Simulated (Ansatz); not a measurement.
## What Sb (Pm-3m, 1 atom in the cell) distorts into

Which phase does Sb (Pm-3m, 1 atom in the cell) fall into along its unstable mode, and how much energy does it gain?

Method: DFT PBEsol, scalar-relativistic, plane waves, norm-conserving pseudopotentials, in Ansatz 0.2.0.

This is a report of a sequence of runs, with the program logs left out and the cost of each run kept.

This is not the structure that Sb takes at ambient pressure (space group No. 166); it is a model or a phase of other conditions.

## 1. The starting structure

The structure is cubic, space group Pm-3m (No. 221). Conventional cell: a = 3.060 Å, b = 3.060 Å, c = 3.060 Å, α = 90.00°, β = 90.00°, γ = 90.00°. Nearest to Sb lie 6 Sb at 3.06 Å.

## 2. Response at finite wavevector

Stability and thermal properties need the whole zone. Linear response on a 4×4×4 q mesh gives force constants as far as a supercell of that size would.

input.yaml

```yaml
crystal:
  lattice:
    - [3.0602051925, 0.0, 0.0]
    - [0.0, 3.0602051925, 0.0]
    - [0.0, 0.0, 3.0602051925]
  atoms:
    - { symbol: Sb, position: [0.0, 0.0, 0.0] }
kpoints:
  mp_grid: { grid: [12, 12, 12] }
hamiltonian:
  xc: pbesol
  pseudopotentials: { kind: nc }
scf:
  occupations: { method: methfessel_paxton, width: 0.15 }
output:
  eigenvalues: true
phonons:
  method: dfpt
  qmesh: [4, 4, 4]
  temperatures: { t_max: 1000, t_step: 50 }
  qpath:
    path:
      - [[0.0, 0.0, 0.0], [0.0, 0.5, 0.0], [0.5, 0.5, 0.0], [0.0, 0.0, 0.0], [0.5, 0.5, 0.5], [0.0, 0.5, 0.0]]
      - [[0.5, 0.5, 0.5], [0.5, 0.5, 0.0]]
    npoints: 10
```

Started as:

```
ansatz run input.yaml --threads 4 --pin off --max-ram 7168MiB --backend cpu --events-out ev --progress --plain --runs-dir out
```

Elapsed: 2.6 min, on 4 threads of Arm Neoverse V2, shared host; peak memory 2.6 GiB.

Read from the output:

```
volume per atom                                       : 28.66 Å³
gap on the k-mesh                                     : 0 eV
sum-rule residual before enforcement                  : 1.37e-4 eV/Å²
lowest frequency on the path                          : -131.7 cm⁻¹
highest frequency on path, mesh or solved points      : 126.8 cm⁻¹
lowest mode on the q mesh (acoustic modes at Γ apart) : -131.7 cm⁻¹
```

Frequencies (cm⁻¹) solved at each irreducible wavevector; negative means imaginary. Frequencies by wavevector, by row:

```
q in reciprocal lattice units  star  mode 1  mode 2  mode 3
                        0 0 0     1       0       0       0
                     0 0 0.25     6    29.9    29.9    96.4
                     0 0 -0.5     3    35.4    35.4   103.5
                  0 0.25 0.25    12      43      99   117.9
                  0 0.25 -0.5    12    46.8    86.1   109.4
                  0 -0.5 -0.5     3    45.8    86.8    86.8
               0.25 0.25 0.25     8     108     108   126.8
               0.25 0.25 -0.5    12    74.4     106   115.7
               0.25 -0.5 -0.5     6    50.3    50.3   105.9
               -0.5 -0.5 -0.5     1  -131.7  -131.7  -131.7
```

Interpolated from a 4×4×4 q mesh. The phonon branches at the labelled points (cm⁻¹):

```
    point  branch 1  branch 2  branch 3
        Γ         0         0         0
  halfway        30        30        96
        X        35        35       104
  halfway        47        86       109
        M        46        87        87
  halfway        43        99       118
        Γ         0         0         0
  halfway       108       108       127
        R      -132      -132      -132
  halfway        74       106       116
        X        35        35       104
jump to R      -132      -132      -132
  halfway        50        50       106
        M        46        87        87
```

Symmetry leaves 10 wavevectors to solve. The lowest mode among them, the acoustic zeros apart, lies at q = (-0.5, -0.5, -0.5) and is imaginary, 131.7i cm⁻¹, so the energy falls along it.

## 3. The mode frozen in, largest atomic shift 0 Å

The mode followed lies at q = (-0.5, -0.5, -0.5) with frequency 131.7i cm⁻¹ and is 3-fold degenerate, the softest among the wavevectors solved. At small amplitude the pattern taken leaves space group no. 166 by a symmetry search on the positions. The undistorted cell that holds it gives the zero of energy on the same k mesh.

System of this step: Sb. Symmetry: Pm-3m, No. 221, cubic system. Conventional cell: a = 3.060 Å, b = 3.060 Å, c = 3.060 Å, α = 90.00°, β = 90.00°, γ = 90.00°. Sb has 6 Sb at 3.06 Å nearest.

input.yaml, the sections that differ from step 2:

```yaml
crystal:
  lattice:
    - [3.0602051925, 3.0602051925, 0.0]
    - [3.0602051925, 0.0, 3.0602051925]
    - [3.0602051925, 0.0, -3.0602051925]
  atoms:
    - { symbol: Sb, position: [0.0, 0.0, 0.0] }
    - { symbol: Sb, position: [0.0, 0.5, 0.5] }
output:
  forces: true
  stress: true
  eigenvalues: true
# kpoints, hamiltonian, scf: as in step 2
# phonons: removed
```

Run time: 2.8 s. Hardware: 4 threads; peak memory 0.56 GiB; 11 s of CPU time.

This step gave:

| Quantity | Value |
| --- | --- |
| pressure | -0.008423 GPa |
| energy from the undistorted cell | 0 meV/atom |

The run ends at a pressure of -0.01 GPa.

## 4. The mode frozen in, largest atomic shift 0.14 Å

The atoms are moved along the unstable eigenvector, the largest shift by 0.14 Å, with the cell fixed.

input.yaml, the sections that differ from step 3:

```yaml
crystal:
  lattice:
    - [3.0602051925, 3.0602051925, 0.0]
    - [3.0602051925, 0.0, 3.0602051925]
    - [3.0602051925, 0.0, -3.0602051925]
  atoms:
    - { symbol: Sb, position: [-0.026412947, 0.0132064735, 0.0396194206] }
    - { symbol: Sb, position: [0.026412947, 0.4867935265, 0.4603805794] }
# kpoints, hamiltonian, scf, output: as in step 3
```

It took 7.2 s on 4 threads; peak memory 0.82 GiB.

Numbers from this step:

* pressure: 1.911 GPa
* energy from the undistorted cell: -17.02 meV/atom

The energy, extrapolated to zero smearing, is -17.02 meV/atom against the undistorted cell.

The run ends at a pressure of 1.91 GPa, with forces up to 0.13 eV/Å.

## 5. Energy along the mode, all amplitudes (two of the runs are shown above)

An imaginary frequency means negative curvature, so the energy should fall and then rise again as anharmonic terms take over.

Numbers from this step:

| Quantity | Value |
| --- | --- |
| depth at the lowest point sampled | 17.02 meV/atom |
| largest atomic shift at that point | 0.14 Å |

Table of energy from the parent by largest atomic shift:

```
largest atomic shift (Å)  energy from the parent (meV/atom)
                  0.0000                                  0
                  0.0400                              -2.77
                  0.0800                              -11.9
                  0.1400                              -17.0
                  0.2200                               26.1
```

Displacement at unit largest shift by atom:

```
atom   x (Å)   y (Å)   z (Å)   size
 Sb1   0.577  -0.577  -0.577  0.999
 Sb2  -0.577   0.577   0.577  0.999
```

The lowest step is at 0.14 Å, 17.0 meV/atom below the parent, and the energy rises beyond it.

## 6. Relaxing from the distorted cell

Starting from the lowest point found, all atoms and the cell are let go, so that strain and other modes of the same symmetry can join in.

input.yaml, as its differences from that of step 4:

```diff
@@ -19 +19,6 @@
   eigenvalues: true
+relax:
+  adjacent_minimum: "off"
+  f_tol: 0.002
+  max_steps: 120
+  cell: { stress_tol: 0.03 }
```

Wall time 80 s (4 threads); peak memory 0.91 GiB; 5.3 min of CPU time.

Relaxation path:

```
step  energy less that of the first step (eV)  largest force component (eV/Å)  pressure (GPa)  volume (Å³)
   1                                   0.0000                          0.0772            1.91        57.32
   2                                  -0.0016                          0.1521           -1.72        60.43
   3                                  -0.0147                          0.0388            0.02        58.99
   4                                  -0.0152                          0.0148           -0.11        59.50
   5                                  -0.0156                          0.0017           -0.02        59.31
  6*                                  -0.0186                          0.0017            0.14        59.31
   7                                  -0.0187                          0.0015            0.01        59.53
   8                                  -0.0187                          0.0001            0.00        59.55
  9*                                  -0.0189                          0.0001            0.00        59.55
```

Relaxation steps marked * repeat the geometry before them on a plane-wave basis chosen anew for their cell, so energy and pressure can jump there.

Forces are held to the 12 operations that the program found; a distortion that breaks them can't arise in this run.

```
conventional cell, symmetrised  before   after  change
                         a (Å)   4.328   4.324  -0.1 %
                         b (Å)   4.328   4.324  -0.1 %
                         c (Å)  10.601  11.035  +4.1 %
              volume (Å³/atom)   28.66   29.77  +3.9 %
```

The atoms that moved most (Å, as changes of fractional coordinates times the final cell):

```
atom      dx      dy      dz  length
 Sb1   0.006  -0.006  -0.006   0.010
 Sb2  -0.006   0.006   0.006   0.010
```

Final coordinates:

```xyz
2
Lattice="3.0572 3.0572 0.0000 3.0572 0.0000 3.0572 3.1428 -0.0856 -3.1428" Properties=species:S:1:pos:R:3 pbc="T T T"
Sb    0.0902   -0.0902   -0.0902
Sb    3.0098    0.0474    0.0474
```

Read from the output:

| Property | Result |
| --- | --- |
| pressure | 0.003414 GPa |
| volume per atom | 29.77 Å³ |

The distorted start has space group R-3m; the relaxation ends in R-3m.

## 7. The new phase in its own primitive cell

The relaxed structure is symmetrised, reduced to its primitive cell and relaxed tightly, as its phonons need.

input.yaml, the sections that differ from step 6:

```yaml
crystal:
  lattice:
    - [2.1617642561, 1.2480951752, 3.6784131759]
    - [-2.1617642561, 1.2480951752, 3.6784131759]
    - [0.0, -2.4961903503, 3.6784131759]
  atoms:
    - { symbol: Sb, position: [0.7358428356, 0.7358428356, 0.7358428356] }
    - { symbol: Sb, position: [0.2641571644, 0.2641571644, 0.2641571644] }
relax:
  adjacent_minimum: "off"
  f_tol: 0.001
  max_steps: 60
  cell: { stress_tol: 0.01 }
# kpoints, hamiltonian, scf, output: as in step 6
```

Elapsed: 34 s, on 4 threads; peak memory 0.91 GiB; 2.2 min of CPU time.

Little changed from the start: no atom moved by 0.005 Å and no cell edge by 0.1 %.

Read from the output:

```
pressure        : 0.004209 GPa
volume per atom : 29.78 Å³
```

The largest force component left is 0.65 meV/Å and the pressure is 0.004 GPa, within the tolerances set. The cell now holds 29.78 Å³/atom.

## 8. Modes of the new phase

A relaxed structure may still be a saddle point, so its zone-centre modes are computed. No field response is asked, since the mesh shows no gap.

input.yaml, the sections that differ from step 7:

```yaml
crystal:
  lattice:
    - [2.161437969, 1.2479067932, 3.6800948854]
    - [-2.161437969, 1.2479067932, 3.6800948854]
    - [0.0, -2.4958135864, 3.6800948855]
  atoms:
    - { symbol: Sb, position: [0.735819903, 0.735819903, 0.735819903] }
    - { symbol: Sb, position: [0.264180097, 0.264180097, 0.264180097] }
output:
  eigenvalues: true
phonons:
  method: dfpt
# kpoints, hamiltonian, scf: as in step 7
# relax: removed
```

The job ended after 3.2 min (4 threads; peak memory 5 GiB; 13 min of CPU time).

This step gave:

```yaml
sum_rule_residual_before_enforcement: 0.001878 eV/Å²
point_group: -3m
highest_optical_mode_at_the_zone_centre_no_lo_to_term: 142.3 cm⁻¹
lowest_optical_zone_centre_mode: 93.26 cm⁻¹
```

Patterns of degenerate modes are one choice out of their space. Modes at Γ:

```
mode  frequency (cm⁻¹)  symmetry
   1               0.0  acoustic
   2               0.0  acoustic
   3               0.0  acoustic
   4              93.3        Eg
   5              93.3        Eg
   6             142.3       A1g
```

Displacements in mode 4 (93.3 cm⁻¹), the largest set to 1:
```
Sb1  0.00  1.00  0.00
Sb2  0.00 -1.00  0.00
```

Displacements in mode 6 (142.3 cm⁻¹), the largest set to 1:
```
Sb1  0.00  0.00  1.00
Sb2  0.00  0.00 -1.00
```

Before it was imposed, the acoustic sum rule was missed by 0.0019 eV/Å². Small misses are needed for a sound result but don't prove that mesh and cutoff are converged. The lowest optical mode is real, 93.3 cm⁻¹.

## 9. Outcome

```yaml
unstable_mode_of_the_parent: q = (-0.5, -0.5, -0.5), 132i cm⁻¹
depth_at_the_lowest_point_sampled: 17.0 meV/atom
largest_atomic_shift_at_that_point: 0.14 Å
space_group_reached: R-3m
energy_gained_over_the_parent_first_relaxation_on_the_mesh_of_the_frozen_mode: 26.5 meV/atom
volume_per_atom_phase_reached: 29.8 Å³
lowest_optical_zone_centre_mode_phase_reached: 93.3 cm⁻¹
highest_optical_mode_at_the_zone_centre_no_lo_to_term_phase_reached: 142 cm⁻¹
```

**Reading.** Along this mode the structure falls into R-3m, 26.5 meV/atom below the parent. At the parent's cell the well is 17.02 meV/atom deep on the steps tried, with its lowest point at a shift of 0.14 Å. Relaxing atoms and cell changes the gain by +9.51 meV/atom against the lowest step (energies at zero smearing). The new phase has no imaginary mode at the zone centre of its cell; other wavevectors were not checked. Of the 3 patterns followed from this parent, this one reaches the lowest energy. Each path keeps the symmetry of its pattern, so a lower phase may lie along a pattern not tried. With no gap, or one that is small against the smearing, the frequencies hang on the k mesh and the smearing, most of all near Kohn anomalies. Spin-orbit coupling is left out, which can matter for the heavy elements here. A phonon run warned that its eigensolver left some bands unconverged in a pass.

[Long decimals in the printed logs are rounded to 6 places.]

[Logs are printed without paths, hosts, clocks, repeated set-up lines and the standing remarks that a program may print on its own settings, such as how far it seeks lower states.]

[Hosts, paths, dates, database ids (printed as entryN), source tags and the programs' standing remarks are cut or masked in the printed files.]

[Where the starting crystal was built by hand or by swapping elements, it need not be the compound's stable phase.]
